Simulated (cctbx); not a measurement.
# TmNb6Te8 across an absorption edge

Space group P-3 (no. 147), a = 9.9820 Å, b = 9.9820 Å, c = 3.5350 Å, α = 90.00°, β = 90.00°, γ = 120.00°.

| atom | mult. | x | y | z | Ueq (Å²) |
| --- | --- | --- | --- | --- | --- |
| Tm1 | 1 | 0 | 0 | 1/2 | 0.0082 |
| Te1 | 2 | 1/3 | 2/3 | 0.2426 | 0.0126 |
| Te2 | 6 | 0.7260 | 0.6690 | 0.2622 | 0.0071 |
| Nb1 | 6 | 0.8900 | 0.5050 | 0.2647 | 0.0129 |

The model is made up (kin elements in a known structure type, no relaxation), so it says nothing on whether the phase exists.

Calculated with cctbx: free-atom f′ and f″ from the Sasaki tables, no fine structure; amplitudes in electrons.

```csv
E (eV),F 0 0 1,F 1 1 1,F 0 2 1,F 1 2 0
18386,94.4,169.0,233.3,4.9
18736,93.9,170.4,232.9,3.3
18866,93.6,171.8,232.6,2.0
18926,93.2,173.2,232.4,1.5
18956,92.8,174.6,232.2,2.4
18971,92.5,175.9,232.0,3.8
18978,92.1,177.1,231.8,5.1
18982,91.8,178.5,231.6,6.6
18990,91.7,179.1,231.5,11.7
18994,92.1,177.4,231.7,10.6
19001,92.5,175.9,232.0,9.8
19016,92.9,174.4,232.2,9.2
19046,93.3,172.9,232.4,9.0
19136,93.8,170.9,232.7,9.2
19386,94.4,168.6,232.9,9.9
```

**Question.** Which edge is crossed, and why do the reflections move as they do?

The K edge of Nb. The edge is at 18986 eV. f′ of Nb falls from -4.5 e at 18866 eV to -7.8 e at 4 eV below it, and f″ steps from 0.53 to 3.71 e across it. Over that approach |F| changes by -2 % (0 0 1), +4 % (1 1 1), -0 % (0 2 1) and +230 % (1 2 0): a reflection falls where Nb scatters in phase with the total and rises where it scatters against it; it hardly moves where the Nb term is small or cancels by symmetry. Above the edge the larger f″ enters the imaginary part, where it can add to or cancel the other atoms' f″. The structure is centrosymmetric, so Friedel mates stay equal.

[Logs are printed without paths, hosts, clocks, repeated set-up lines and the standing remarks that a program may print on its own settings, such as how far it seeks lower states.]
